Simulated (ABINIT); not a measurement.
# Quasiparticle gap of BaTiO3 (Pm-3m) in ABINIT

Aim: the G0W0 gap of BaTiO3 (Pm-3m) on PBE with spin-orbit coupling, step by step.

Calculated with ABINIT 10.8.3; PBE and many-body steps on it, plane waves.

**Experimental background.**

- Gap 3.28 eV: optical gap from first-derivative diffuse reflectance spectrum; UV-vis diffuse reflectance; powder (commercial cubic reference powder, crystallite size 31.8 nm) (“Influence of Rapid Heat Treatment on the Photocatalytic Activity and Stability of Barium Titanates Against a Broad Range of Pollutants”, 2024, pmc:11596716).

- Gap 3.2 eV: optical gap from first-derivative diffuse reflectance spectrum; UV-vis diffuse reflectance; powder (“Influence of Rapid Heat Treatment on the Photocatalytic Activity and Stability of Barium Titanates Against a Broad Range of Pollutants”, 2024, pmc:11596716).

### 1. The structure

The structure is cubic, space group Pm-3m (No. 221). Conventional cell: a = 4.006 Å, b = 4.006 Å, c = 4.006 Å, α = 90.00°, β = 90.00°, γ = 90.00°. Nearest to Ba lie 12 O at 2.83 Å. Ti has 6 O at 2.00 Å nearest. Nearest to O lie 2 Ti at 2.00 Å and 4 Ba at 2.83 Å. Farther neighbours, and contacts between anions beyond the nearest, are not listed.

The cell and positions come from the Crystallography Open Database and are kept as given unless a step says otherwise.

### 2. Ground state

This step: ABINIT 10.8.3; DFT, PBE with spin-orbit coupling, plane waves, norm-conserving pseudopotentials.

The ground-state density comes first.

Input file run.abi:

```
acell 3*1.0 Angstrom
rprim 
  4.006000000000 0.000000000000 0.000000000000
  0.000000000000 4.006000000000 0.000000000000
  0.000000000000 0.000000000000 4.006000000000
ntypat 3
znucl 56 22 8
natom 5
typat 1 2 3 3 3
xred 
  0.500000000000 0.500000000000 0.500000000000
  0.000000000000 0.000000000000 0.000000000000
  0.500000000000 0.000000000000 0.000000000000
  0.000000000000 0.500000000000 0.000000000000
  0.000000000000 0.000000000000 0.500000000000
pp_dirpath "pseudos"
pseudos "Ba.upf, Ti.upf, O.upf"
ecut 38
nspinor 2
ngkpt 4 4 4
nshiftk 1
shiftk 0 0 0
kptopt 1
chksymbreak 0
nband 52
occopt 1
tolvrs 1e-10
nstep 60
prtwf 0
optforces 0
optstress 0
indata_prefix "in"
outdata_prefix "out"
tmpdata_prefix "tmp"
```

On the command line:

```console
> OMP_NUM_THREADS=1 mpirun -n 8 abinit run.abi > log
```

Output:

```text
.Version 10.8.3 of ABINIT. v10.8.2 released Aug 2026.

 Symmetries : space group Pm -3 m (#221); Bravais cP (primitive cubic)
================================================================================
 Values of the parameters that define the memory need of the present run
     intxc =       0    ionmov =       0      iscf =       7    lmnmax =      18
     lnmax =      18     mgfft =      45  mpssoang =       5    mqgrid =    3001
     natom =       5  nloc_mem =       1    nspden =       1   nspinor =       2
    nsppol =       1      nsym =      48    n1xccc =    2501    ntypat =       3
    occopt =       1   xclevel =       2
-    mband =          52        mffmem =           1         mkmem =           2
       mpw =        4945          nfft =       91125          nkpt =          10
================================================================================
  Rough estimation (10% accuracy) of disk space for files :
================================================================================

--------------------------------------------------------------------------------
------------- Echo of variables that govern the present computation ------------
--------------------------------------------------------------------------------
 -outvars: echo values of preprocessed input variables --------
            acell      1.8897261259E+00  1.8897261259E+00  1.8897261259E+00 Bohr

      chksymbreak           0
             ecut      3.80000000E+01 Hartree
-          fftalg         312

              ixc     -101130
              kpt      0.00000000E+00  0.00000000E+00  0.00000000E+00
                       2.50000000E-01  0.00000000E+00  0.00000000E+00
                       5.00000000E-01  0.00000000E+00  0.00000000E+00
                       2.50000000E-01  2.50000000E-01  0.00000000E+00
                       5.00000000E-01  2.50000000E-01  0.00000000E+00
                       5.00000000E-01  5.00000000E-01  0.00000000E+00
                       2.50000000E-01  2.50000000E-01  2.50000000E-01
                       5.00000000E-01  2.50000000E-01  2.50000000E-01
                       5.00000000E-01  5.00000000E-01  2.50000000E-01
                       5.00000000E-01  5.00000000E-01  5.00000000E-01
         kptrlatt        4    0    0      0    4    0      0    0    4
          kptrlen      3.02809714E+01
P           mkmem           2
            natom           5
            nband          52
            ngfft          45      45      45
             nkpt          10
          nspinor           2
            nstep          60
             nsym          48
           ntypat           3
              occ      1.000000  1.000000  1.000000  1.000000  1.000000  1.000000
                       1.000000  1.000000  1.000000  1.000000  1.000000  1.000000
                       1.000000  1.000000  1.000000  1.000000  1.000000  1.000000
                       1.000000  1.000000  1.000000  1.000000  1.000000  1.000000
                       1.000000  1.000000  1.000000  1.000000  1.000000  1.000000
                       1.000000  1.000000  1.000000  1.000000  1.000000  1.000000
                       1.000000  1.000000  1.000000  1.000000  0.000000  0.000000
                       0.000000  0.000000  0.000000  0.000000  0.000000  0.000000
                       0.000000  0.000000  0.000000  0.000000
        optforces           0
        optstress           0
            prtwf           0
            rprim      4.0060000000E+00  0.0000000000E+00  0.0000000000E+00
                       0.0000000000E+00  4.0060000000E+00  0.0000000000E+00
[...]
spgroup         221

           tolvrs      1.00000000E-10

             xred      5.0000000000E-01  5.0000000000E-01  5.0000000000E-01
[...]
znucl       56.00000   22.00000    8.00000

================================================================================

 chkinp: Checking input parameters for consistency.

================================================================================
== DATASET  1 ==================================================================
-   mpi_nproc: 8, omp_nthreads: 1 (-1 if OMP is not activated)
-    --> not optimal distribution: autoparal keyword recommended in input file <--

--- !DatasetInfo
iteration_state: {dtset: 1, }
dimensions: {natom: 5, nkpt: 10, mband: 52, nsppol: 1, nspinor: 2, nspden: 1, mpw: 4945, }
cutoff_energies: {ecut:  38.0, pawecutdg:  -1.0, }
electrons: {nelect:   4.00000000E+01, charge:   0.00000000E+00, occopt:   1.00000000E+00, tsmear:   1.00000000E-02, }

 Real(R)+Recip(G) space primitive vectors, cartesian coordinates (Bohr,Bohr^-1):
 R(1)=  7.5702429  0.0000000  0.0000000  G(1)=  0.1320962  0.0000000  0.0000000
 R(2)=  0.0000000  7.5702429  0.0000000  G(2)=  0.0000000  0.1320962  0.0000000
 R(3)=  0.0000000  0.0000000  7.5702429  G(3)=  0.0000000  0.0000000  0.1320962
 Unit cell volume ucvol=  4.3383985E+02 bohr^3
 Angles (23,13,12)=  9.00000000E+01  9.00000000E+01  9.00000000E+01 degrees

 getcut: wavevector=  0.0000  0.0000  0.0000  ngfft=  45  45  45
         ecut(hartree)=     38.000   => boxcut(ratio)=   2.09453

--- Pseudopotential description ------------------------------------------------
- Ba Generated using ONCVPSP code by D. R. Hamann
- 56.00000  10.00000  180419                  znucl, zion, pspdat
[...]
- 22.00000  12.00000  180419                  znucl, zion, pspdat
12 -101130 2 -1 1586                          pspcod,pspxc,lmax,lloc,mmax
     nproj     2     3     2     0
     spin-orbit psp
        nprojso     4     2     0
  pspatm : epsatm=   14.68700035
         --- l  ekb(1:nproj) -->
[...]
1    1.974082   -0.084950   -0.000835
[...]
spin-orbit 1    0.068787   -0.038363    0.004495   -0.000209
  spin-orbit 2    0.005108    0.001970
 pspatm: atomic psp has been read  and splines computed

- O Generated using ONCVPSP code by D. R. Hamann
-  8.00000   6.00000  180423                  znucl, zion, pspdat
12 -101130 2 -1 936                           pspcod,pspxc,lmax,lloc,mmax
     nproj     2     2     2     0
     spin-orbit psp
        nprojso     2     2     0
  pspatm : epsatm=    6.19737341
         --- l  ekb(1:nproj) -->
[...]
spin-orbit 1    0.006511    0.001986
  spin-orbit 2   -0.000439    0.000281
 pspatm: atomic psp has been read  and splines computed

   2.40125705E+03                                ecore*ucvol(ha*bohr**3)
--------------------------------------------------------------------------------

_setup2: Arith. and geom. avg. npw (full set) are    4850.266    4850.175

================================================================================

--- !BeginCycle
iteration_state: {dtset: 1, }
solver: {iscf: 7, nstep: 60, nline: 4, wfoptalg: 0, }
tolerances: {tolvrs: 1.00E-10, }

     iter   Etot(hartree)      deltaE(h)  residm     vres2
 ETOT  1  -136.74258202758    -1.367E+02 1.080E-01 1.989E+03
 ETOT  2  -126.74343223738     9.999E+00 1.194E-01 3.748E+04
 ETOT  3  -137.29296821555    -1.055E+01 3.204E-02 5.678E+02
 ETOT  4  -137.31211579489    -1.915E-02 1.189E-02 3.738E+02
 ETOT  5  -137.36733671653    -5.522E-02 3.350E-02 1.148E+02
 ETOT  6  -137.38638961505    -1.905E-02 3.454E-02 2.223E+01
 ETOT  7  -137.39047164765    -4.082E-03 2.638E-02 2.740E+00
 ETOT  8  -137.39105671455    -5.851E-04 4.567E-03 9.050E-02
 ETOT  9  -137.39107631874    -1.960E-05 1.072E-02 1.261E-04
 ETOT 10  -137.39107635773    -3.899E-08 1.047E-02 3.467E-05
 ETOT 11  -137.39107636495    -7.224E-09 4.893E-03 2.046E-06
 ETOT 12  -137.39107636545    -4.957E-10 2.817E-03 2.318E-08
 ETOT 13  -137.39107636545     0.000E+00 8.150E-04 2.981E-09
 ETOT 14  -137.39107636545    -4.377E-12 3.084E-04 2.627E-11

 At SCF step   14       vres2   =  2.63E-11 < tolvrs=  1.00E-10 =>converged.

--- !ResultsGS
iteration_state: {dtset: 1, }
comment   : Summary of ground state results
lattice_vectors:
- [  7.5702429,   0.0000000,   0.0000000, ]
- [  0.0000000,   7.5702429,   0.0000000, ]
- [  0.0000000,   0.0000000,   7.5702429, ]
lattice_lengths: [   7.57024,    7.57024,    7.57024, ]
lattice_angles: [ 90.000,  90.000,  90.000, ] # degrees, (23, 13, 12)
lattice_volume:   4.3383985E+02
convergence: {deltae: -4.377E-12, res2:  2.627E-11, residm:  3.084E-04, diffor:  0.000E+00, }
etotal    :  -1.37391076E+02
entropy   :   0.00000000E+00
fermie    :   2.42887023E-01
cartesian_stress_tensor: null
pressure_GPa: null
xred      :
- [  5.0000E-01,   5.0000E-01,   5.0000E-01, Ba]
- [  0.0000E+00,   0.0000E+00,   0.0000E+00, Ti]
- [  5.0000E-01,   0.0000E+00,   0.0000E+00,  O]
- [  0.0000E+00,   5.0000E-01,   0.0000E+00,  O]
- [  0.0000E+00,   0.0000E+00,   5.0000E-01,  O]
cartesian_forces: null
force_length_stats: {min: null, max: null, mean: null, }

 Integrated electronic density in atomic spheres:
 ------------------------------------------------
 Atom  Sphere_radius  Integrated_density
[...]
================================================================================

 ----iterations are completed or convergence reached----

 Mean square residual over all n,k,spin=   20.329E-07; max=  30.840E-05
 reduced coordinates (array xred) for    5 atoms
       0.500000      0.500000      0.500000
       0.000000      0.000000      0.000000
       0.500000      0.000000      0.000000
       0.000000      0.500000      0.000000
       0.000000      0.000000      0.500000
 rms dE/dt=  0.0000E+00; max dE/dt=  0.0000E+00; dE/dt below (all hartree)
    1       0.000000      0.000000      0.000000
    2       0.000000      0.000000      0.000000
    3       0.000000      0.000000      0.000000
    4       0.000000      0.000000      0.000000
    5       0.000000      0.000000      0.000000

 cartesian coordinates (angstrom) at end:
    1      2.003000     2.003000     2.003000
    2      0.000000     0.000000     0.000000
    3      2.003000     0.000000     0.000000
    4      0.000000     2.003000     0.000000
    5      0.000000     0.000000     2.003000
 length scales=  1.889726  1.889726  1.889726 bohr
              =  1.000000  1.000000  1.000000 angstroms
 prteigrs : about to open file out_EIG
 Fermi (or HOMO) energy (hartree) =   0.24289   Average Vxc (hartree)=  -0.42037
 Eigenvalues (hartree) for nkpt=  10  k points:
 kpt#   1, nband= 52, wtk=  0.01563, kpt=  0.0000  0.0000  0.0000 (reduced coord)
  -1.83750   -1.83750   -0.98022   -0.98022   -0.95604   -0.95604   -0.95604   -0.95604
  -0.66600   -0.66600   -0.37517   -0.37517   -0.35040   -0.35040   -0.35040   -0.35040
  -0.17123   -0.17123   -0.10082   -0.10082   -0.10082   -0.10082    0.15312    0.15312
   0.16127    0.16127    0.16127    0.16127    0.20233    0.20233    0.20233    0.20233
   0.20292    0.20292    0.23429    0.23429    0.23933    0.23933    0.23933    0.23933
   0.30763    0.30763    0.30763    0.30763    0.30876    0.30876    0.38775    0.38775
   0.38775    0.38775    0.43069    0.43069
 prteigrs : prtvol=0 or 1, do not print more k-points.

--- !EnergyTerms
iteration_state     : {dtset: 1, }
comment             : Components of total free energy in Hartree
kinetic             :  6.267904E+01
hartree             :  2.975734E+01
xc                  : -2.805258E+01
Ewald energy        : -1.035745E+02
psp_core            :  5.534893E+00
local_psp           : -1.004506E+02
non_local_psp       : -3.284658E+00
total_energy        : -1.373911E+02
total_energy_eV     : -3.738602E+03
band_energy         : -1.065791E+01

== END DATASET(S) ==============================================================
================================================================================

 -outvars: echo values of variables after computation  --------
           etotal     -1.3739107637E+02
            nband          52
             nkpt          10
          spgroup         221
 [... the other variables as echoed above ...]

 Calculation completed.
```

The job ended after 100 s (8 MPI ranks of INTEL XEON PLATINUM 8581C at 2.10GHz (Emerald Rapids), shared host; peak memory 0.82 GiB; 13 min of CPU time).

This step gave:

```
total energy               : -3738.6016 eV
gap                        : 1.762 eV
k of the valence top       : 0.5, 0.5, 0.5
k of the conduction bottom : 0, 0, 0
least direct gap           : 1.859 eV
```

The gap is indirect, with the least direct gap 0.10 eV higher.

(Part 1 of 3 ends here.)

[Long decimals in the printed logs are rounded to 6 places.]

[Logs are printed without paths, hosts, clocks, repeated set-up lines and the standing remarks that a program may print on its own settings, such as how far it seeks lower states.]

[Paths, hosts, dates, memory and timing lines, banners, echoed tables and standing remarks are left out of the program output; an Ansatz launch command may be rebuilt from the run's recorded settings. Measured values are a selection of at most five: reports struck by readers or far from the other reports are left out. None is set beside runs whose start may be inverted or whose files or cutoffs have a known fault.]

[Runs of the session that timed out or met a known fault of the program may be left out.]

[Hosts, paths, dates, database ids (printed as entryN), source tags and the programs' standing remarks are cut or masked in the printed files.]

[G0W0 gaps are taken among the corrected bands and points alone; a level outside them can change the order at an edge.]

[Where Ansatz stands beside ABINIT at settings called matched, ABINIT's density can come from a denser mesh and the files from another edition; pairs whose starting gaps differed by over 0.03 eV were left out, so agreement reads better than it is.]
